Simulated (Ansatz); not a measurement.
# S on Hf(0001): change of the work function, part 5 of 5

Aim: the work function of Hf(0001) at several coverages of S (fcc site), and the dipole that each adsorbate carries.

Ansatz 0.2.0; plane-wave DFT, PBEsol, Ansatz PAW (the session's first sound run).

So far, work function, upper face (eV): step 2 (the clean slab, PBEsol) 4.38; step 6 (adsorbate added, k-mesh 11×11×1, coverage 1 ML, PBEsol) 5.80; step 8 (the 0.25 ML cell at another level of theory, functional LDA) 4.78; step 9 (the 0.25 ML cell at another level of theory, functional PBE) 4.53; step 10 (the 0.25 ML cell at another level of theory, functional RPBE) 4.41.

## Step 12: Varying the input: basis.ecutwfc = "40.4 Ry"

This step: plane-wave DFT, PBEsol, Ansatz PAW (Ansatz 0.2.0).

System of this step: S/Hf(0001). The cell holds 5 atoms: 4 Hf and 1 S. Its edges and angles: a = 3.200 Å, b = 3.200 Å, c = 27.723 Å, α = 90.0°, β = 90.0°, γ = 60.0°. Vacuum lies along c.

A run with a changed input: it repeats the earlier run at 1 ML with basis.ecutwfc to 40.4 Ry.

input.yaml reads:

```yaml
crystal:
  lattice:
    - [3.2, 0.0, 0.0]
    - [1.6, 2.7712812921, 0.0]
    - [0.0, 0.0, 27.7227404283]
  atoms:
    - { symbol: Hf, position: [0.6666666667, 0.6666666667, 0.3246432301] }
    - { symbol: Hf, position: [0.0, 0.0, 0.415947335] }
    - { symbol: Hf, position: [0.6666666667, 0.6666666667, 0.5089135937] }
    - { symbol: Hf, position: [0.0, 0.0, 0.592862125] }
    - { symbol: S, position: [0.3333333333, 0.3333333333, 0.6753567699] }
kpoints:
  mp_grid: { grid: [11, 11, 1] }
hamiltonian:
  xc: pbesol
scf:
  occupations: { method: fermi_dirac, width: 0.1 }
  convergence: { dr2_threshold: 1.0e-08 }
efield:
  axis: 3
  dipole_correction: true
  ramp_position: 0.97
  ramp_width: 0.06
relax:
  f_tol: 0.02
  max_steps: 60
  constraints: [{ sites: [0, 1] }]
output:
  bader: true
  write_potential: true
  write_density: true
  volumetric_format: npy
basis:
  ecutwfc: "40.4 Ry"
```

Launch:

```sh
> ansatz run input.yaml --threads 4 --pin off --max-ram 12288MiB --backend cpu --events-out ev --progress --plain --runs-dir out
```

Numbers of over 12 decimals in the logs are rounded to 6 here.

The log of the run:

```text
[...]
Crystal: 5 atoms, lattice volume = 245.848 Å³
Basis set: ecut = 549.670002 eV, 7137 PW (Γ), exchange–correlation on 50×50×432 points (8 copies of the dense FFT grid, shifted against one another)
Bands: 66, of which v1, the nominal top of the filled ones, is band 55 counted from 1 (54 counted from 0)
Symmetry: 6 space group operations
[...]
k-points: 16 of 121 (time reversal used)
[...]
SCF iter   1: F=—  HF=-63276.498274 eV  |F-HF|=—  |Δ(HF+E_count)|=         —  Δρ=1.34e-2  dr2=1.11e1  ethr=1.77e-3  p=-0.102 e·Å  D=-7.49e-2 V/Å  ΔV_dip=2.08 eV  dr2_dipole=3.46e0  V_vac-E_F(+/−)=6.56/4.48 eV  ⟨swp⟩=6.4  Hψ=3601  notcnv=0  defer=1
[...]
SCF iter  11: F=-63276.272390 eV  HF=-63276.272390 eV  |F-HF|=1.31e-9  |Δ(HF+E_count)|=   1.29e-9  Δρ=7.32e-7  dr2=5.33e-9  ethr=9.09e-12  p=-0.075 e·Å  D=-5.49e-2 V/Å  ΔV_dip=1.52 eV  dr2_dipole=5.23e-10  V_vac-E_F(+/−)=5.97/4.45 eV  ⟨swp⟩=9.0  Hψ=7347  notcnv=0
SCF 1 converged in 11 iterations: F = -63276.272390 eV  dr2 = 5.33e-9
[...]
relax step   1: F+E_penalty+E_count = -63276.27239012 eV  Δ(F+E_penalty+E_count) = +0.000e0 eV  max|allowed force component| = 3.278e0 eV/Å  Δτ_max = 0.0000 Å  (11 SCF iters, accepted)
[...]
SCF iter   1: F=—  HF=-63277.500986 eV  |F-HF|=—  |Δ(HF+E_count)|=         —  Δρ=1.31e-2  dr2=8.01e0  ethr=3.10e-3  p=-0.075 e·Å  D=-5.49e-2 V/Å  ΔV_dip=1.52 eV  dr2_dipole=3.39e0  V_vac-E_F(+/−)=6.07/4.55 eV  ⟨swp⟩=4.9  Hψ=2860  notcnv=0  defer=2
[...]
SCF iter  12: F=-63277.178697 eV  HF=-63277.178697 eV  |F-HF|=1.07e-9  |Δ(HF+E_count)|=   7.17e-9  Δρ=6.98e-7  dr2=5.03e-9  ethr=9.09e-12  p=-0.086 e·Å  D=-6.33e-2 V/Å  ΔV_dip=1.75 eV  dr2_dipole=2.53e-10  V_vac-E_F(+/−)=6.21/4.46 eV  ⟨swp⟩=9.1  Hψ=7508  notcnv=0
SCF 2 converged in 12 iterations: F = -63277.178697 eV  dr2 = 5.03e-9
relax step   2: F+E_penalty+E_count = -63277.17869671 eV  Δ(F+E_penalty+E_count) = -9.063e-1 eV  max|allowed force component| = 2.013e0 eV/Å  Δτ_max = 0.1950 Å  (12 SCF iters, accepted)
[...]
SCF iter  10: F=-63277.581018 eV  HF=-63277.581018 eV  |F-HF|=3.95e-9  |Δ(HF+E_count)|=   1.22e-8  Δρ=8.40e-7  dr2=6.06e-9  ethr=9.09e-12  p=-0.067 e·Å  D=-4.95e-2 V/Å  ΔV_dip=1.37 eV  dr2_dipole=4.06e-10  V_vac-E_F(+/−)=5.81/4.44 eV  ⟨swp⟩=9.0  Hψ=7450  notcnv=0
SCF 3 converged in 10 iterations: F = -63277.581018 eV  dr2 = 6.06e-9
relax step   3: F+E_penalty+E_count = -63277.58101789 eV  Δ(F+E_penalty+E_count) = -4.023e-1 eV  max|allowed force component| = 2.423e-1 eV/Å  Δτ_max = 0.1949 Å  (10 SCF iters, accepted)
[...]
relax step   4: F+E_penalty+E_count = -63277.61208598 eV  Δ(F+E_penalty+E_count) = -3.107e-2 eV  max|allowed force component| = 9.497e-2 eV/Å  Δτ_max = 0.1949 Å  (11 SCF iters, accepted)
[...]
relax step   5: F+E_penalty+E_count = -63277.61264674 eV  Δ(F+E_penalty+E_count) = -5.608e-4 eV  max|allowed force component| = 4.358e-2 eV/Å  Δτ_max = 0.0111 Å  (7 SCF iters, accepted)
SCF iter   1: F=—  HF=-63277.612546 eV  |F-HF|=—  |Δ(HF+E_count)|=         —  Δρ=1.39e-4  dr2=1.31e-3  ethr=5.11e-6  p=-0.067 e·Å  D=-4.95e-2 V/Å  ΔV_dip=1.37 eV  dr2_dipole=6.16e-4  V_vac-E_F(+/−)=5.81/4.44 eV  ⟨swp⟩=2.0  Hψ=1469  notcnv=0  defer=9
[...]
SCF iter   6: F=-63277.612707 eV  HF=-63277.612707 eV  |F-HF|=3.59e-9  |Δ(HF+E_count)|=   1.44e-8  Δρ=1.09e-6  dr2=6.44e-9  ethr=9.09e-12  p=-0.067 e·Å  D=-4.91e-2 V/Å  ΔV_dip=1.36 eV  dr2_dipole=5.47e-10  V_vac-E_F(+/−)=5.80/4.44 eV  ⟨swp⟩=8.0  Hψ=8032  notcnv=0
SCF 6 converged in 6 iterations: F = -63277.612707 eV  dr2 = 6.44e-9
relax step   6: F+E_penalty+E_count = -63277.61270651 eV  Δ(F+E_penalty+E_count) = -5.977e-5 eV  max|allowed force component| = 1.383e-3 eV/Å  Δτ_max = 0.0033 Å  (6 SCF iters, accepted)
[...]
SCF converged after 6 iterations
Free energy (F): -63277.612707 eV
[...]
Internal energy: -63277.425366 eV  (E = F + TS)
E sigma→0 (E₀):  -63277.519036 eV
Entropy (-TS):   -0.187340 eV (-37.468 meV/atom)
Fermi energy:    4.724397 eV
Dipole field:    D = -0.049170 V/Å  (p = -0.066805 e·Å, saw-weighted, corrected)
Work function:   Φ+ = 5.8024 eV   Φ− = 4.4392 eV
[...]
--- Forces (eV/Å), atoms counted from 1 ---
  atom   1  Hf     0.00000000     0.00000000     0.84185499
  atom   2  Hf    -0.00000000    -0.00000000    -0.84191172
  atom   3  Hf    -0.00000000     0.00000000     0.00063778
  atom   4  Hf     0.00000000    -0.00000000    -0.00138259
  atom   5  S     -0.00000000     0.00000000     0.00080244
  max |Σ_I F_I| component: 9.02e-7 eV/Å
--- Band table (eV; the first three rows and the last of 16) ---
  k-point 0: bands = [... 51 lower, 4.1561, 4.7043, 5.2441, 5.5647, 5.8876, 5.8876, 5.9700, 5.9700, ... 7 higher]
  k-point 1: bands = [... 51 lower, 4.3180, 4.6932, 4.9599, 5.4606, 5.5647, 5.7958, 6.0876, 6.1574, ... 7 higher]
  k-point 2: bands = [... 51 lower, 4.0455, 4.3273, 4.5730, 4.8976, 5.2800, 5.5096, 5.9861, 6.3972, ... 7 higher]
  k-point 15: bands = [... 51 lower, 3.3421, 3.5082, 3.8756, 4.3605, 4.7081, 4.8857, 4.9881, 5.2922, ... 7 higher]
--- Relaxed structure (6 steps of the walk, 6 accepted, 0 SCFs on fresh bases) ---
  F+E_penalty+E_count = -63277.61270651 eV   max|allowed force component| = 1.383e-3 eV/Å
  atoms:
    - { symbol: Hf, position: [0.666667, 0.666667, 0.324643] }
[...]
- { symbol: Hf, position: [0.666667, 0.666667, 0.506429] }
[...]
- { symbol: S, position: [0.333333, 0.333333, 0.654963] }
--- Bader charges: 5 sites ---
  site symbol  charge [e]  shift [e]
     0     Hf     -0.0593     0.0000
     1     Hf      0.0669     0.0000
     2     Hf     -0.1909     0.0000
     3     Hf      1.0896     0.0001
     4      S     -0.9063     0.0001
  estimated error of the sums over rays = 5.7e-4 e
```

Run time: 55 s. Hardware: 4 threads of Arm Neoverse V2, shared host; peak memory 0.95 GiB.

The steps of the relaxation:

```
step  energy less that of the first step (eV)  largest force component (eV/Å)
   1                                   0.0000                          3.2777
   2                                  -0.9063                          2.0127
   3                                  -1.3086                          0.2423
   4                                  -1.3397                          0.0950
   5                                  -1.3403                          0.0436
   6                                  -1.3403                          0.0014
```

Forces are held to the 6 operations that the run works with; a distortion that breaks them can't arise in this run.

The atoms that moved most (Å):

```csv
atom,dx,dy,dz,length
S5,0.000,0.000,-0.565,0.565
Hf4,0.000,0.000,0.113,0.113
Hf3,0.000,0.000,-0.069,0.069
```

The relaxed structure:

```cif
data_structure
_symmetry_space_group_name_H-M 'P 1'
_symmetry_Int_Tables_number 1
_cell_length_a 3.2000
_cell_length_b 3.2000
_cell_length_c 27.7227
_cell_angle_alpha 90.000
_cell_angle_beta 90.000
_cell_angle_gamma 60.000
_cell_volume 245.85
loop_
_atom_site_label
_atom_site_type_symbol
_atom_site_fract_x
_atom_site_fract_y
_atom_site_fract_z
_atom_site_occupancy
Hf1 Hf 0.66667 0.66667 0.32464 1
Hf2 Hf 0.00000 0.00000 0.41595 1
Hf3 Hf 0.66667 0.66667 0.50643 1
Hf4 Hf 0.00000 0.00000 0.59693 1
S5 S 0.33333 0.33333 0.65496 1
```

Numbers from this step:

| Property | Result |
| --- | --- |
| energy at zero smearing | -63277.5190 eV |
| work function, upper face | 5.802 eV |
| work function, lower face | 4.439 eV |
| dipole along the normal | -0.06680 e·Å |
| step between the vacuum levels | 1.363 eV |

```csv
quantity,this run,earlier run,difference
"work function, upper face (eV)",5.802,5.803,-1.5e-4
"work function, lower face (eV)",4.439,4.439,-3.5e-5
dipole along the normal (e·Å),-0.06680,-0.06681,5.6e-6
```

Nothing in the table moves by 0.01 in its unit (for the dipole 0.5 % and 5e-5 e·Å). The run took 57 SCF cycles against 58.

## Step 13: A changed input

System of this step: Hf(0001). The cell holds 4 atoms: 4 Hf. Cell: a = 3.200 Å, b = 3.200 Å, c = 25.594 Å, α = 90.0°, β = 90.0°, γ = 60.0°. Vacuum lies along c.

An input spoilt on purpose, to show how the run answers: it repeats the earlier run at 0 ML with efield.amplitude to 1.5, and scf.max_iter set to 60.

input.yaml reads:

```yaml
crystal:
  lattice:
    - [3.2, 0.0, 0.0]
    - [1.6, 2.7712812921, 0.0]
    - [0.0, 0.0, 25.5936]
  atoms:
    - { symbol: Hf, position: [0.6666666667, 0.6666666667, 0.3516504126] }
    - { symbol: Hf, position: [0.0, 0.0, 0.4505501375] }
    - { symbol: Hf, position: [0.6666666667, 0.6666666667, 0.5494498625] }
    - { symbol: Hf, position: [0.0, 0.0, 0.6483495874] }
kpoints:
  mp_grid: { grid: [11, 11, 1] }
hamiltonian:
  xc: pbesol
scf:
  occupations: { method: fermi_dirac, width: 0.1 }
  convergence: { dr2_threshold: 1.0e-08 }
  max_iter: 60
efield:
  axis: 3
  dipole_correction: true
  ramp_position: 0.97
  ramp_width: 0.06
  amplitude: 1.5
relax:
  f_tol: 0.02
  max_steps: 60
  constraints: [{ sites: [0, 1] }]
output:
  write_potential: true
  write_density: true
  volumetric_format: npy
```

The log of the run:

```text
[...]
Crystal: 4 atoms, lattice volume = 226.967 Å³
Basis set: ecut = 420 eV, 4501 PW (Γ), exchange–correlation on 48×48×360 points (8 copies of the dense FFT grid, shifted against one another)
Bands: 63, of which v1, the nominal top of the filled ones, is band 52 counted from 1 (51 counted from 0)
Symmetry: 6 space group operations
k-points: 16 of 121 (time reversal used)
[...]
SCF iter   1: F=—  HF=-62394.358979 eV  |F-HF|=—  |Δ(HF+E_count)|=         —  Δρ=3.68e-2  dr2=7.25e1  ethr=3.10e-3  p=1.027 e·Å  D=8.18e-1 V/Å  ΔV_dip=-20.95 eV  dr2_dipole=9.86e0  V_vac-E_F(+/−)=15.29/5.76 eV  ⟨swp⟩=7.3  Hψ=3545  notcnv=0  defer=4
[...]
SCF iter  17: F=-62390.573474 eV  HF=-62390.573474 eV  |F-HF|=1.24e-10  |Δ(HF+E_count)|=   1.30e-8  Δρ=1.05e-6  dr2=8.11e-9  ethr=9.62e-12  p=0.915 e·Å  D=7.29e-1 V/Å  ΔV_dip=-18.67 eV  dr2_dipole=2.39e-9  V_vac-E_F(+/−)=12.50/1.19 eV  ⟨swp⟩=12.3  Hψ=9370  notcnv=0
WARN: efield: at this solve's end the planar-averaged density reaches 3.60e-4 e/Å³ inside the ramp window [0.9309, 0.1622] (bound 1e-5 e/Å³); the window's nearer edge stands 4.85 Å from this solve's nearest atom along the axis. Its free energy, forces, stress, dipole, levels and responses can be off, and this figure does not tell by how much. The cell may have no vacuum along `efield.axis`. A short vacuum, a low `basis.ecutwfc` or `basis.ecutrho_ratio` and negative occupations (`scf.occupations.method`) can put density there. See the manual's quickstart, § The vacuum guard
SCF 1 converged in 17 iterations: F = -62390.573474 eV  dr2 = 8.11e-9
[...]
relax step   1: F+E_penalty+E_count = -62390.57347425 eV  Δ(F+E_penalty+E_count) = +0.000e0 eV  max|allowed force component| = 8.241e-1 eV/Å  Δτ_max = 0.0000 Å  (17 SCF iters, accepted)
[...]
SCF iter  11: F=-62390.622158 eV  HF=-62390.622158 eV  |F-HF|=3.75e-9  |Δ(HF+E_count)|=   2.96e-8  Δρ=1.26e-6  dr2=6.37e-9  ethr=9.62e-12  p=0.903 e·Å  D=7.20e-1 V/Å  ΔV_dip=-18.42 eV  dr2_dipole=1.71e-10  V_vac-E_F(+/−)=12.78/1.22 eV  ⟨swp⟩=10.9  Hψ=10001  notcnv=0
[...]
SCF 2 converged in 11 iterations: F = -62390.622158 eV  dr2 = 6.37e-9
[...]
relax step   2: F+E_penalty+E_count = -62390.62215835 eV  Δ(F+E_penalty+E_count) = -4.868e-2 eV  max|allowed force component| = 8.526e-1 eV/Å  Δτ_max = 0.2000 Å  (11 SCF iters, accepted)
[...]
SCF iter  10: F=-62390.661512 eV  HF=-62390.661512 eV  |F-HF|=7.99e-9  |Δ(HF+E_count)|=   7.06e-9  Δρ=1.14e-6  dr2=7.75e-9  ethr=9.62e-12  p=0.905 e·Å  D=7.22e-1 V/Å  ΔV_dip=-18.47 eV  dr2_dipole=2.92e-9  V_vac-E_F(+/−)=12.71/1.20 eV  ⟨swp⟩=13.6  Hψ=9822  notcnv=0
[...]
SCF 3 converged in 10 iterations: F = -62390.661512 eV  dr2 = 7.75e-9
relax step   3: F+E_penalty+E_count = -62390.66151162 eV  Δ(F+E_penalty+E_count) = -3.935e-2 eV  max|allowed force component| = 1.574e-1 eV/Å  Δτ_max = 0.0755 Å  (10 SCF iters, accepted)
SCF iter   1: F=—  HF=-62390.664293 eV  |F-HF|=—  |Δ(HF+E_count)|=         —  Δρ=6.88e-4  dr2=1.78e-2  ethr=1.48e-4  p=0.905 e·Å  D=7.22e-1 V/Å  ΔV_dip=-18.47 eV  dr2_dipole=4.24e-3  V_vac-E_F(+/−)=12.71/1.20 eV  ⟨swp⟩=2.0  Hψ=1449  notcnv=0  defer=6
[...]
SCF iter   8: F=-62390.663297 eV  HF=-62390.663297 eV  |F-HF|=9.02e-10  |Δ(HF+E_count)|=   2.35e-8  Δρ=7.62e-7  dr2=5.18e-9  ethr=9.62e-12  p=0.905 e·Å  D=7.22e-1 V/Å  ΔV_dip=-18.47 eV  dr2_dipole=9.96e-10  V_vac-E_F(+/−)=12.72/1.21 eV  ⟨swp⟩=12.5  Hψ=9327  notcnv=0
[...]
SCF 4 converged in 8 iterations: F = -62390.663297 eV  dr2 = 5.18e-9
relax step   4: F+E_penalty+E_count = -62390.66329706 eV  Δ(F+E_penalty+E_count) = -1.785e-3 eV  max|allowed force component| = 1.984e-2 eV/Å  Δτ_max = 0.0114 Å  (8 SCF iters, accepted)
[...]
SCF converged after 8 iterations
Free energy (F): -62390.663297 eV
[...]
Internal energy: -62390.487636 eV  (E = F + TS)
E sigma→0 (E₀):  -62390.575467 eV
Entropy (-TS):   -0.175661 eV (-43.915 meV/atom)
Fermi energy:    4.917956 eV
Dipole field:    D = 0.721471 V/Å  (p = 0.904938 e·Å, saw-weighted, corrected)
Work function:   not extracted (applied field tilts the vacuum); planar V_es + V_field profile in the machine report
[...]
Vacuum region:   at the solve's end the planar-averaged density reaches 3.61e-4 e/Å³ inside the ramp window [0.9309, 0.1622] (bound 1e-5 e/Å³)
[...]
--- Forces (eV/Å), atoms counted from 1 ---
  atom   1  Hf     0.00000000     0.00000000     0.83933539
  atom   2  Hf     0.00000000    -0.00000000    -0.83645439
  atom   3  Hf     0.00000000     0.00000000     0.01984467
  atom   4  Hf     0.00000000    -0.00000000    -0.01721879
  max |Σ_I F_I| component: 5.51e-3 eV/Å
--- Band table (eV; the first three rows and the last of 16) ---
  k-point 0: bands = [... 48 lower, 4.5810, 4.9347, 5.5445, 5.7192, 5.9143, 5.9143, 6.0365, 6.0365, ... 7 higher]
  k-point 1: bands = [... 48 lower, 4.5695, 4.7609, 5.3117, 5.5032, 5.7389, 5.8130, 6.0980, 6.1382, ... 7 higher]
  k-point 2: bands = [... 48 lower, 4.2239, 4.4786, 4.6897, 5.1013, 5.2471, 5.5400, 5.9657, 6.3098, ... 7 higher]
  k-point 15: bands = [... 48 lower, 3.5173, 3.8917, 4.0001, 4.7228, 4.8993, 5.1793, 5.1984, 5.4032, ... 7 higher]
--- Relaxed structure (4 steps of the walk, 4 accepted, 0 SCFs on fresh bases) ---
  F+E_penalty+E_count = -62390.66329706 eV   max|allowed force component| = 1.984e-2 eV/Å
  atoms:
    - { symbol: Hf, position: [0.666667, 0.666667, 0.3516504126] }
    - { symbol: Hf, position: [0.0, 0.0, 0.4505501375] }
    - { symbol: Hf, position: [0.666667, 0.666667, 0.551894] }
    - { symbol: Hf, position: [0, 0, 0.643091] }
```

It took 24 s on 4 threads; peak memory 0.66 GiB.

```
                     quantity  this run  earlier run  difference
dipole along the normal (e·Å)    0.9049     0.003571        0.90
```

The applied field differs between the two, so the dipoles differ in any case.

In so strong a field the program warns of density in the ramp of the sawtooth; these numbers are not the system's.

## Step 14: Summary of results

```yaml
work_function_of_the_clean_face: 4.38 eV
work_function_at_0p11_ml: 4.46 eV
work_function_at_0p25_ml: 4.60 eV
work_function_at_0p5_ml: 5.16 eV
work_function_at_1_ml: 5.80 eV
dipole_per_adsorbate_at_0p11_ml_positive_end_outwards: -0.18 D
```

In words: At the lowest coverage S changes the work function of Hf(0001) by under 0.15 eV, within the error of so thin a slab; the largest change, +1.42 eV, comes at higher coverage. The slab has 4 layers, at the tabulated experimental lattice constant, one starting site was run, and quantum-size effects of a slab this thin can reach one or two tenths of an eV.

[Logs are printed without paths, hosts, clocks, repeated set-up lines and the standing remarks that a program may print on its own settings, such as how far it seeks lower states.]

[Hosts, paths, dates, database ids (printed as entryN), source tags and the programs' standing remarks are cut or masked in the printed files.]

[Maps of the electrostatic potential energy from Ansatz leave out the sawtooth potential of an applied field or a dipole correction, so their vacuum need not be flat; planar profiles and work functions include it.]
